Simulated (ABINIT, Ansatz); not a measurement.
## Al2O3 (Corundum): G0W0 with ABINIT, start to end

Aim: the G0W0 gap of Al2O3 (Corundum) on PBE, step by step.

Program: ABINIT 10.8.3. Level of theory: PBE and many-body steps on it, plane waves. Results are calculated unless marked as measured.

**Experimental background.**

- Gap 8.7 eV: optical band gap of host from absorption; optical absorption, quoted from earlier work; bulk crystal (high-purity reference sample) (quoted in “Multi-petahertz electron interference in Cr:Al2O3 solid-state material”, 2018, pmc:5906618).

## (1) The starting structure

It takes space group R-3c (No. 167, trigonal). The conventional cell has a = 4.760 Å, b = 4.760 Å, c = 12.996 Å, α = 90.00°, β = 90.00°, γ = 120.00°. Nearest to Al lie 6 O at 1.85 to 1.97 Å. Nearest to O lie 4 Al at 1.85 to 1.97 Å. Farther neighbours and most contacts between anions are not listed.

The cell and positions come from the Crystallography Open Database and are kept as given unless a step says otherwise.

## (2) Ground state

This step: ABINIT 10.8.3; DFT, PBE, plane waves, norm-conserving pseudopotentials.

The ground-state density comes first.

The input, run.abi:

```
acell 3*1.0 Angstrom
rprim 
  2.380249999995 1.374237978213 4.331866666707
  -2.380249999995 1.374237978213 4.331866666707
  -0.000000000000 -2.748475956495 4.331866666685
ntypat 2
znucl 13 8
natom 10
typat 1 1 1 1 2 2 2 2 2 2
xred 
  0.352160000000 0.352160000000 0.352160000000
  0.147840000000 0.147840000000 0.147840000000
  0.647840000000 0.647840000000 0.647840000000
  0.852160000000 0.852160000000 0.852160000000
  0.556680000000 0.943320000000 0.250000000000
  0.250000000000 0.556680000000 0.943320000000
  0.943320000000 0.250000000000 0.556680000000
  0.443320000000 0.056680000000 0.750000000000
  0.750000000000 0.443320000000 0.056680000000
  0.056680000000 0.750000000000 0.443320000000
pp_dirpath "pseudos"
pseudos "Al.upf, O.upf"
ecut 36
ngkpt 6 6 6
nshiftk 1
shiftk 0 0 0
kptopt 1
chksymbreak 0
nband 33
occopt 1
tolvrs 1e-10
nstep 60
prtwf 0
optforces 0
optstress 0
indata_prefix "in"
outdata_prefix "out"
tmpdata_prefix "tmp"
```

Started as:

```
$ OMP_NUM_THREADS=1 mpirun -n 8 abinit run.abi > log
```

Numbers of over 12 decimals in the logs are rounded to 6 here.

Output:

```text
.Version 10.8.3 of ABINIT. v10.8.2 released Aug 2026.

 Symmetries : space group R-3 c (#167); Bravais hR (rhombohedral)
================================================================================
 Values of the parameters that define the memory need of the present run
     intxc =       0    ionmov =       0      iscf =       7    lmnmax =       6
     lnmax =       6     mgfft =      54  mpssoang =       3    mqgrid =    3001
     natom =      10  nloc_mem =       1    nspden =       1   nspinor =       1
    nsppol =       1      nsym =      12    n1xccc =    2501    ntypat =       2
    occopt =       1   xclevel =       2
-    mband =          33        mffmem =           1         mkmem =           4
       mpw =        5939          nfft =      157464          nkpt =          32
================================================================================
  Rough estimation (10% accuracy) of disk space for files :
================================================================================

--------------------------------------------------------------------------------
------------- Echo of variables that govern the present computation ------------
--------------------------------------------------------------------------------
 -outvars: echo values of preprocessed input variables --------
            acell      1.8897261259E+00  1.8897261259E+00  1.8897261259E+00 Bohr

      chksymbreak           0
             ecut      3.60000000E+01 Hartree
-          fftalg         312

              ixc     -101130
              kpt      0.00000000E+00  0.00000000E+00  0.00000000E+00
                       1.66666667E-01  0.00000000E+00  0.00000000E+00
                       3.33333333E-01  0.00000000E+00  0.00000000E+00
                       5.00000000E-01  0.00000000E+00  0.00000000E+00
                       1.66666667E-01  1.66666667E-01  0.00000000E+00
                       3.33333333E-01  1.66666667E-01  0.00000000E+00
                       5.00000000E-01  1.66666667E-01  0.00000000E+00
                      -3.33333333E-01  1.66666667E-01  0.00000000E+00
                      -1.66666667E-01  1.66666667E-01  0.00000000E+00
   [... 21 further rows ...]
                      -3.33333333E-01  5.00000000E-01  3.33333333E-01
                       5.00000000E-01  5.00000000E-01  5.00000000E-01
         kptrlatt        6    0    0      0    6    0      0    0    6
          kptrlen      5.39762473E+01
P           mkmem           4
            natom          10
            nband          33
            ngfft          54      54      54
             nkpt          32
            nstep          60
             nsym          12
           ntypat           2
              occ      2.000000  2.000000  2.000000  2.000000  2.000000  2.000000
                       2.000000  2.000000  2.000000  2.000000  2.000000  2.000000
                       2.000000  2.000000  2.000000  2.000000  2.000000  2.000000
                       2.000000  2.000000  2.000000  2.000000  2.000000  2.000000
                       0.000000  0.000000  0.000000  0.000000  0.000000  0.000000
[...]
optforces           0
        optstress           0
            prtwf           0
            rprim      2.3802500000E+00  1.3742379782E+00  4.3318666667E+00
[...]
spgroup         167

           tolvrs      1.00000000E-10

             xred      3.5216000000E-01  3.5216000000E-01  3.5216000000E-01
[...]
znucl       13.00000    8.00000

================================================================================

 chkinp: Checking input parameters for consistency.

================================================================================
== DATASET  1 ==================================================================
-   mpi_nproc: 8, omp_nthreads: 1 (-1 if OMP is not activated)

--- !DatasetInfo
iteration_state: {dtset: 1, }
dimensions: {natom: 10, nkpt: 32, mband: 33, nsppol: 1, nspinor: 1, nspden: 1, mpw: 5939, }
cutoff_energies: {ecut:  36.0, pawecutdg:  -1.0, }
electrons: {nelect:   4.80000000E+01, charge:   0.00000000E+00, occopt:   1.00000000E+00, tsmear:   1.00000000E-02, }

 Real(R)+Recip(G) space primitive vectors, cartesian coordinates (Bohr,Bohr^-1):
 R(1)=  4.4980206  2.5969334  8.1860416  G(1)=  0.1111600  0.0641783  0.0407197
 R(2)= -4.4980206  2.5969334  8.1860416  G(2)= -0.1111600  0.0641783  0.0407197
 R(3)=  0.0000000 -5.1938668  8.1860416  G(3)=  0.0000000 -0.1283565  0.0407197
 Unit cell volume ucvol=  5.7372986E+02 bohr^3
 Angles (23,13,12)=  5.52866708E+01  5.52866708E+01  5.52866708E+01 degrees

 getcut: wavevector=  0.0000  0.0000  0.0000  ngfft=  54  54  54
         ecut(hartree)=     36.000   => boxcut(ratio)=   2.06269

--- Pseudopotential description ------------------------------------------------
- Al Generated using ONCVPSP code by D. R. Hamann
- 13.00000   3.00000  171031                  znucl, zion, pspdat
12 -101130 2 -1 1876                          pspcod,pspxc,lmax,lloc,mmax
     nproj     2     2     2
  pspatm : epsatm=    4.08140545
         --- l  ekb(1:nproj) -->
[...]
pspatm: atomic psp has been read  and splines computed

- O Generated using ONCVPSP code by D. R. Hamann
-  8.00000   6.00000  171031                  znucl, zion, pspdat
12 -101130 2 -1 936                           pspcod,pspxc,lmax,lloc,mmax
     nproj     2     2     1
  pspatm : epsatm=    6.19545534
         --- l  ekb(1:nproj) -->
[...]
2   -1.331955
 pspatm: atomic psp has been read  and splines computed

   2.56792098E+03                                ecore*ucvol(ha*bohr**3)
--------------------------------------------------------------------------------

_setup2: Arith. and geom. avg. npw (full set) are    5919.005    5918.995

================================================================================

--- !BeginCycle
iteration_state: {dtset: 1, }
solver: {iscf: 7, nstep: 60, nline: 4, wfoptalg: 0, }
tolerances: {tolvrs: 1.00E-10, }

     iter   Etot(hartree)      deltaE(h)  residm     vres2
 ETOT  1  -108.56861779561    -1.086E+02 9.232E-02 1.524E+03
 ETOT  2  -108.71438328984    -1.458E-01 4.345E-02 1.233E+03
 ETOT  3  -109.11643316919    -4.020E-01 1.922E-02 4.671E+00
 ETOT  4  -109.11824809159    -1.815E-03 6.059E-03 1.559E-02
 ETOT  5  -109.11825252940    -4.438E-06 3.205E-03 9.578E-04
 ETOT  6  -109.11825269330    -1.639E-07 2.573E-03 5.364E-06
 ETOT  7  -109.11825269392    -6.181E-10 8.856E-04 4.549E-07
 ETOT  8  -109.11825269401    -8.436E-11 8.923E-04 1.067E-08
 ETOT  9  -109.11825269401    -2.700E-13 3.660E-04 2.557E-10
 ETOT 10  -109.11825269401    -3.084E-12 2.600E-04 1.040E-11

 At SCF step   10       vres2   =  1.04E-11 < tolvrs=  1.00E-10 =>converged.

--- !ResultsGS
iteration_state: {dtset: 1, }
comment   : Summary of ground state results
lattice_vectors:
- [  4.4980206,   2.5969334,   8.1860416, ]
- [ -4.4980206,   2.5969334,   8.1860416, ]
- [ -0.0000000,  -5.1938668,   8.1860416, ]
lattice_lengths: [   9.69472,    9.69472,    9.69472, ]
lattice_angles: [ 55.287,  55.287,  55.287, ] # degrees, (23, 13, 12)
lattice_volume:   5.7372986E+02
convergence: {deltae: -3.084E-12, res2:  1.040E-11, residm:  2.600E-04, diffor:  0.000E+00, }
etotal    :  -1.09118253E+02
entropy   :   0.00000000E+00
fermie    :   1.90422253E-01
cartesian_stress_tensor: null
pressure_GPa: null
xred      :
- [  3.5216E-01,   3.5216E-01,   3.5216E-01, Al]
- [  1.4784E-01,   1.4784E-01,   1.4784E-01, Al]
- [  6.4784E-01,   6.4784E-01,   6.4784E-01, Al]
- [  8.5216E-01,   8.5216E-01,   8.5216E-01, Al]
- [  5.5668E-01,   9.4332E-01,   2.5000E-01,  O]
- [  2.5000E-01,   5.5668E-01,   9.4332E-01,  O]
- [  9.4332E-01,   2.5000E-01,   5.5668E-01,  O]
- [  4.4332E-01,   5.6680E-02,   7.5000E-01,  O]
- [  7.5000E-01,   4.4332E-01,   5.6680E-02,  O]
- [  5.6680E-02,   7.5000E-01,   4.4332E-01,  O]
cartesian_forces: null
force_length_stats: {min: null, max: null, mean: null, }

 Integrated electronic density in atomic spheres:
 ------------------------------------------------
 Atom  Sphere_radius  Integrated_density
[...]
================================================================================

 ----iterations are completed or convergence reached----

 Mean square residual over all n,k,spin=   27.214E-07; max=  26.000E-05
 reduced coordinates (array xred) for   10 atoms
[...]
0.250000000000      0.556680000000      0.943320000000
       0.943320000000      0.250000000000      0.556680000000
       0.443320000000      0.056680000000      0.750000000000
       0.750000000000      0.443320000000      0.056680000000
       0.056680000000      0.750000000000      0.443320000000
 rms dE/dt=  0.0000E+00; max dE/dt=  0.0000E+00; dE/dt below (all hartree)
    1       0.000000000000      0.000000000000      0.000000000000
    2       0.000000000000      0.000000000000      0.000000000000
    3       0.000000000000      0.000000000000      0.000000000000
    4       0.000000000000      0.000000000000      0.000000000000
    5       0.000000000000      0.000000000000      0.000000000000
    6       0.000000000000      0.000000000000      0.000000000000
    7       0.000000000000      0.000000000000      0.000000000000
    8       0.000000000000      0.000000000000      0.000000000000
    9       0.000000000000      0.000000000000      0.000000000000
   10       0.000000000000      0.000000000000      0.000000000000

 cartesian coordinates (angstrom) at end:
[...]
6     -0.729975    -1.484122     7.580767
    7      1.650275     0.109884     7.580767
    8      0.920300    -1.374238     5.414833
    9      0.729975     1.484122     5.414833
   10     -1.650275    -0.109884     5.414833
 length scales=  1.889726125908  1.889726125908  1.889726125908 bohr
              =  1.000000000000  1.000000000000  1.000000000000 angstroms
 prteigrs : about to open file out_EIG
 Fermi (or HOMO) energy (hartree) =   0.19042   Average Vxc (hartree)=  -0.42200
 Eigenvalues (hartree) for nkpt=  32  k points:
 kpt#   1, nband= 33, wtk=  0.00463, kpt=  0.0000  0.0000  0.0000 (reduced coord)
  -0.51404   -0.42818   -0.41791   -0.41791   -0.40624   -0.40624   -0.06247   -0.02571
  -0.01292   -0.01292    0.02849    0.03206    0.03206    0.06905    0.08213    0.13786
   0.13786    0.14281    0.14281    0.17247    0.17247    0.18878    0.18878    0.19042
   0.42070    0.52806    0.58648    0.61540    0.61540    0.62103    0.64669    0.64670
   0.64831
 prteigrs : prtvol=0 or 1, do not print more k-points.

--- !EnergyTerms
iteration_state     : {dtset: 1, }
comment             : Components of total free energy in Hartree
kinetic             :  7.20682127625943E+01
hartree             :  2.66734646915447E+01
xc                  : -3.01908344679662E+01
Ewald energy        : -8.81149730954744E+01
psp_core            :  4.47583638932495E+00
local_psp           : -7.93092830893809E+01
non_local_psp       : -1.47206758846522E+01
total_energy        : -1.09118252694010E+02
total_energy_eV     : -2.96925892054326E+03
band_energy         : -2.03056298659834E+00

== END DATASET(S) ==============================================================
================================================================================

 -outvars: echo values of variables after computation  --------
           etotal     -1.0911825269E+02
            nband          33
             nkpt          32
          spgroup         167
 [... the other variables as echoed above ...]

 Calculation completed.
```

Wall time 42 s (8 MPI ranks of Intel Xeon Platinum 8488C (Sapphire Rapids), shared host); peak memory 0.9 GiB; 5.5 min of CPU time.

Numbers from this step:

```
total energy               : -2969.2589 eV
gap                        : 6.266 eV
k of the valence top       : 0, 0, 0
k of the conduction bottom : 0, 0, 0
least direct gap           : 6.266 eV
```

The gap is direct, at Γ.

## (3) Empty states on the mesh, 4×4×4 mesh, 90 bands

The sums over transitions need many empty states on a uniform mesh; this step solves for them.

Edit run.abi of step 2 so:

```diff
@@ -23,3 +23,3 @@
 ecut 36
-ngkpt 6 6 6
+ngkpt 4 4 4
 nshiftk 1
@@ -28,9 +28,10 @@
 chksymbreak 0
-nband 33
-occopt 1
-tolvrs 1e-10
+iscf -2
+irdden 1
+istwfk *1
+nband 90
+nbdbuf 8
+tolwfr 1e-09
 nstep 60
-prtwf 0
-optforces 0
-optstress 0
+prtvol 0
 indata_prefix "in"
```

Output:

```text
.Version 10.8.3 of ABINIT. v10.8.2 released Aug 2026.

 Symmetries : space group R-3 c (#167); Bravais hR (rhombohedral)
[... echo of the input left out ...]
== DATASET  1 ==================================================================
-   mpi_nproc: 8, omp_nthreads: 1 (-1 if OMP is not activated)
-    --> not optimal distribution: autoparal keyword recommended in input file <--

--- !DatasetInfo
iteration_state: {dtset: 1, }
dimensions: {natom: 10, nkpt: 13, mband: 90, nsppol: 1, nspinor: 1, nspden: 1, mpw: 5940, }
cutoff_energies: {ecut:  36.0, pawecutdg:  -1.0, }
electrons: {nelect:   4.80000000E+01, charge:   0.00000000E+00, occopt:   1.00000000E+00, tsmear:   1.00000000E-02, }

 Real(R)+Recip(G) space primitive vectors, cartesian coordinates (Bohr,Bohr^-1):
 R(1)=  4.4980206  2.5969334  8.1860416  G(1)=  0.1111600  0.0641783  0.0407197
 R(2)= -4.4980206  2.5969334  8.1860416  G(2)= -0.1111600  0.0641783  0.0407197
 R(3)=  0.0000000 -5.1938668  8.1860416  G(3)=  0.0000000 -0.1283565  0.0407197
 Unit cell volume ucvol=  5.7372986E+02 bohr^3
 Angles (23,13,12)=  5.52866708E+01  5.52866708E+01  5.52866708E+01 degrees

 getcut: wavevector=  0.0000  0.0000  0.0000  ngfft=  54  54  54
         ecut(hartree)=     36.000   => boxcut(ratio)=   2.06269

--- Pseudopotential description ------------------------------------------------
- Al Generated using ONCVPSP code by D. R. Hamann
- 13.00000   3.00000  171031                  znucl, zion, pspdat
12 -101130 2 -1 1876                          pspcod,pspxc,lmax,lloc,mmax
     nproj     2     2     2
  pspatm : epsatm=    4.08140545
         --- l  ekb(1:nproj) -->
             0    5.126667    0.728291
             1    7.287548    0.832437
             2   -2.770497   -0.637722
 pspatm: atomic psp has been read  and splines computed

- O Generated using ONCVPSP code by D. R. Hamann
-  8.00000   6.00000  171031                  znucl, zion, pspdat
12 -101130 2 -1 936                           pspcod,pspxc,lmax,lloc,mmax
     nproj     2     2     1
  pspatm : epsatm=    6.19545534
         --- l  ekb(1:nproj) -->
[...]
2   -1.331955
 pspatm: atomic psp has been read  and splines computed

--------------------------------------------------------------------------------

================================================================================
 prteigrs : about to open file out_EIG
 Non-SCF case, kpt    1 (  0.00000  0.00000  0.00000), residuals and eigenvalues=
  1.80E-10  2.98E-10  1.91E-10  3.95E-10  2.51E-10  4.44E-10  1.55E-10  2.53E-10
  2.23E-10  6.76E-10  3.65E-10  2.33E-10  3.43E-10  1.55E-10  4.01E-10  2.02E-10
  3.03E-10  1.93E-10  2.67E-10  4.29E-10  5.29E-10  1.50E-10  3.28E-10  3.79E-10
[...]
5.57E-04  2.36E-04
 -5.1404E-01 -4.2818E-01 -4.1791E-01 -4.1791E-01 -4.0624E-01 -4.0624E-01
 -6.2473E-02 -2.5715E-02 -1.2918E-02 -1.2918E-02  2.8486E-02  3.2059E-02
  3.2059E-02  6.9048E-02  8.2134E-02  1.3786E-01  1.3786E-01  1.4281E-01
[...]
1.6000E+00  1.6000E+00  1.6191E+00  1.6191E+00  1.6968E+00  1.7013E+00
  1.7013E+00  1.7063E+00  1.7243E+00  1.7507E+00  1.7597E+00  1.7965E+00
 prteigrs : prtvol=0 or 1, do not print more k-points.

--- !ResultsGS
iteration_state: {dtset: 1, }
comment   : Summary of ground state results
lattice_vectors:
- [  4.4980206,   2.5969334,   8.1860416, ]
- [ -4.4980206,   2.5969334,   8.1860416, ]
- [ -0.0000000,  -5.1938668,   8.1860416, ]
lattice_lengths: [   9.69472,    9.69472,    9.69472, ]
lattice_angles: [ 55.287,  55.287,  55.287, ] # degrees, (23, 13, 12)
lattice_volume:   5.7372986E+02
convergence: {deltae:  0.000E+00, res2:  0.000E+00, residm:  9.932E-10, diffor:  0.000E+00, }
etotal    :  -1.09118253E+02
entropy   :   0.00000000E+00
fermie    :   1.90422253E-01
cartesian_stress_tensor: null
pressure_GPa: null
xred      :
- [  3.5216E-01,   3.5216E-01,   3.5216E-01, Al]
- [  1.4784E-01,   1.4784E-01,   1.4784E-01, Al]
- [  6.4784E-01,   6.4784E-01,   6.4784E-01, Al]
- [  8.5216E-01,   8.5216E-01,   8.5216E-01, Al]
- [  5.5668E-01,   9.4332E-01,   2.5000E-01,  O]
- [  2.5000E-01,   5.5668E-01,   9.4332E-01,  O]
- [  9.4332E-01,   2.5000E-01,   5.5668E-01,  O]
- [  4.4332E-01,   5.6680E-02,   7.5000E-01,  O]
- [  7.5000E-01,   4.4332E-01,   5.6680E-02,  O]
- [  5.6680E-02,   7.5000E-01,   4.4332E-01,  O]
cartesian_forces: null
force_length_stats: {min: null, max: null, mean: null, }

 Integrated electronic density in atomic spheres:
 ------------------------------------------------
 Atom  Sphere_radius  Integrated_density
[...]
================================================================================

 ----iterations are completed or convergence reached----

 Mean square residual over all n,k,spin=   48.941E-11; max=  99.318E-11
 reduced coordinates (array xred) for   10 atoms
[...]
0.750000000000      0.443320000000      0.056680000000
       0.056680000000      0.750000000000      0.443320000000

 cartesian coordinates (angstrom) at end:
    1      0.000000    -2.43e-11     4.576530
    2      0.000000    -1.02e-11     1.921270
    3     -0.000000    -4.47e-11     8.419070
[...]
9      0.729975     1.484122     5.414833
   10     -1.650275    -0.109884     5.414833
 length scales=  1.889726125908  1.889726125908  1.889726125908 bohr
              =  1.000000000000  1.000000000000  1.000000000000 angstroms
 prteigrs : about to open file out_EIG
 Eigenvalues (hartree) for nkpt=  13  k points:
 kpt#   1, nband= 90, wtk=  0.01563, kpt=  0.0000  0.0000  0.0000 (reduced coord)
[...]
1.45447    1.45447    1.49158    1.53501    1.55218    1.55218    1.60000    1.60000
   1.61910    1.61910    1.69677    1.70130    1.70130    1.70634    1.72434    1.75070
   1.75968    1.79655
 prteigrs : prtvol=0 or 1, do not print more k-points.

== END DATASET(S) ==============================================================
================================================================================

 -outvars: echo values of variables after computation  --------
            nband          90
             nkpt          13
          spgroup         167
 [... the other variables as echoed above ...]

 Calculation completed.
```

The job ended after 39 s (8 MPI ranks; peak memory 0.76 GiB).

Numbers from this step:

- gap: 6.266 eV
- k of the valence top: 0, 0, 0
- k of the conduction bottom: 0, 0, 0
- least direct gap: 6.266 eV
- k points computed: 13
- lowest point of the top converged band, above the valence top: 38.34 eV

On this mesh the gap is 6.266 eV.

(Continued in part 2 of 2.)

[Paths, hosts, dates, memory and timing lines, banners, echoed tables and standing remarks are left out of the program output.]

[Logs are printed without paths, hosts, clocks, repeated set-up lines and the standing remarks that a program may print on its own settings, such as how far it seeks lower states.]

[Runs of the session that timed out or met a known fault of the program may be left out.]

[Hosts, paths, dates, database ids (printed as entryN), source tags and the programs' standing remarks are cut or masked in the printed files.]

[G0W0 gaps are taken among the corrected bands and points alone; a level outside them can change the order at an edge.]

[Where Ansatz stands beside ABINIT at settings called matched, ABINIT's density can come from a denser mesh and the files from another edition; pairs whose starting gaps differed by over 0.03 eV were left out, so agreement reads better than it is.]
